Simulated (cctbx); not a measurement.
# What is wrong with this refinement?

Cell a = 7.9100 Å, b = 7.9100 Å, c = 9.6450 Å, α = 90.00°, β = 90.00°, γ = 120.00°; space group R3m (no. 160).

Simulated single-crystal data (cctbx): Mo Kα, λ = 0.71073 Å, to d = 0.84 Å, 50 % of the full sphere, strongest reflection 70000 counts, noise from counting, a 1.5 % proportional error and a noise floor of 2 counts (s.d.); no absorption.

An anisotropic refinement with weights 1/σ² prints:

```text
Rint 0.011, 234 unique reflections to 0.84 A
cycle     R1     wR2    GooF  max shift (A)
   1  0.2436  0.5208  35.223   0.02863
   3  0.2183  0.4808  32.519   0.00036
final R1 0.2182 wR2 0.4808 GooF 32.519  parameters 9  data/parameter 26.0
atom        x        y        z      Ueq    occ   su(xyz)  su(Uiso or U11)
Tl1    0.00000  0.00000  0.00592   0.0058  1.000  0.00048  0.0059
Br1    0.65168  0.82584  0.34503  -0.0107  1.000  0.00257  0.0042  NPD
difference map: max 77.81 min -12.23 rms 3.44
Q1    0.0000  0.0000  0.5040    3   79.41  2.75 A from Br1
Q2    0.0000  0.0000  0.0028    3   54.79  0.03 A from Tl1
Q3    0.1908  0.3816  0.8385    9   16.51  2.52 A from Tl1
Q4    0.1945  0.3891  0.3323    9   14.74  0.31 A from Br1
Q5    0.0000  0.0000  0.1239    3    4.62  1.14 A from Tl1
Q6    0.0000  0.0000  0.6257    3    3.50  2.24 A from Br1
```

**Question.** Can this result stand? If not, what is the likely fault?

Mend it. The fault: an atom left out, Mn at (0, 0, 0.5119). Against the right model at the same level, R1 goes from 0.0054 to 0.2182 and GooF from 0.89 to 32.52, U of Br1 shrinks from 0.0095 to -0.0107 Å², the top difference peak, 79.4 e/Å³, lies 2.75 Å from Br1 and Br1 goes non-positive-definite. Q1 is the missing atom. With scattering power missing, scale and phases suffer, so peaks may also grow on the heavy atoms.

The compound is MnTlBr3. The right model at the same level gives:

```text
Rint 0.011, 234 unique reflections to 0.84 A
cycle     R1     wR2    GooF  max shift (A)
   1  0.0058  0.0144   0.983   0.00342
   2  0.0054  0.0131   0.890   0.00027
final R1 0.0054 wR2 0.0131 GooF 0.890  parameters 12  data/parameter 19.5
atom        x        y        z      Ueq    occ   su(xyz)  su(Uiso or U11)
Tl1    0.00000  0.00000  0.00660   0.0062  1.000  0.00003  0.0001
Br1    0.65814  0.82907  0.34146   0.0095  1.000  0.00026  0.0001
Mn1    0.00000  0.00000  0.51105   0.0103  1.000  0.00032  0.0002
Flack x: 0.004(7)
Hooft y: 0.008(10)  Bijvoet pairs: 107
difference map: max 0.22 min -0.17 rms 0.05
Q1    0.1127  0.2254  0.5233    9    0.22  1.55 A from Mn1
Q2    0.2312  0.1156  0.4966    9    0.22  1.59 A from Mn1
Q3    0.0756  0.1512  0.3567    9    0.20  1.31 A from Br1
Q4    0.0757  0.5379  0.8008    9    0.19  2.08 A from Br1
Q5    0.1641  0.0820  0.6566    9    0.19  1.11 A from Br1
Q6    0.0000  0.0000  0.2685    3    0.18  2.34 A from Mn1
```

Isotropic U is held between 0.0001 and 1 Å² by the program, and listed peak heights are interpolated, so they can pass the grid's maximum.

The model is made up (kin elements in a known structure type, no relaxation), so it says nothing on whether the phase exists.

[Middle refinement cycles are left out of these outputs.]

[Logs are printed without paths, hosts, clocks, repeated set-up lines and the standing remarks that a program may print on its own settings, such as how far it seeks lower states.]
